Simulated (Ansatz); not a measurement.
The crystal is AlGaAs2 (zincblende [001] superlattice) (P-4m2).

The structure was built from a prototype and need not be the compound's stable phase.

Symmetry: P-4m2, No. 115, tetragonal system. Conventional cell: a = 4.012 Å, b = 4.012 Å, c = 11.308 Å, α = 90.00°, β = 90.00°, γ = 90.00°. Nearest to Ga lie 4 As at 2.45 Å. Nearest to As lie 4 Ga at 2.45 Å. As has 2 Al at 2.45 Å and 2 Ga at 2.45 Å nearest. Nearest to Al lie 4 As at 2.45 to 2.46 Å. Nearest to As lie 4 Al at 2.46 Å. It derives from GaAs. Farther neighbours are not listed.

```cif
data_structure
_symmetry_space_group_name_H-M 'P 1'
_symmetry_Int_Tables_number 1
_cell_length_a 4.0121
_cell_length_b 4.0122
_cell_length_c 11.3080
_cell_angle_alpha 90.000
_cell_angle_beta 90.000
_cell_angle_gamma 90.000
_cell_volume 182.03
loop_
_atom_site_label
_atom_site_type_symbol
_atom_site_fract_x
_atom_site_fract_y
_atom_site_fract_z
_atom_site_occupancy
Ga1 Ga 0.00000 0.00000 0.06264 1
As2 As 0.50000 0.00000 0.18727 1
Ga3 Ga 0.50000 0.50000 0.31189 1
As4 As 0.00000 0.50000 0.43698 1
Al5 Al 0.00000 0.00000 0.56194 1
As6 As 0.50000 0.00000 0.68726 1
Al7 Al 0.50000 0.50000 0.81258 1
As8 As 0.00000 0.50000 0.93755 1
```

The structure was relaxed with PBEsol. The runs that relaxed it are not among those shown. PAW set soft_1, made with PBE.

Gaps computed with Ansatz 0.2.0 without a self-energy: PBEsol 1.07 eV and HSE06 1.98 eV.

Question: Estimate the G0W0@PBEsol gap with 4×4×2 mesh, 543 empty bands, screening to 120 eV, default PAW files.

About 1.86 eV: on its mesh the run moves the gap from 1.06 eV by +0.79 eV. A band edge moves to another state on the way. Among the scalar-relativistic levels given, HSE06 is nearest (+0.12 eV). Bands and cutoff are finite, so the gap is not at the basis limit. The miss can reach some tenths of an eV and take either sign; the mesh is an error of its own. The 4×4×2 mesh is coarse for this cell (its supercell is 16 Å along the shortest edge). The RPA ε∞ on it, from the PBEsol start, is 17.17 and 19.80; such meshes misread the long-range screening, most where the gap is narrow. The many-body steps are scalar-relativistic: spin-orbit coupling is not in them.

[Paths, hosts, dates, memory and timing lines, banners, echoed tables and standing remarks are left out of the program output.]

[Logs are printed without paths, hosts, clocks, repeated set-up lines and the standing remarks that a program may print on its own settings, such as how far it seeks lower states.]

[Runs of the session that timed out or met a known fault of the program may be left out.]

[Cells called generated may have been cut or substituted from an entry of the Crystallography Open Database or the Materials Project.]

[Hosts, paths, dates, database ids (printed as entryN), source tags and the programs' standing remarks are cut or masked in the printed files.]
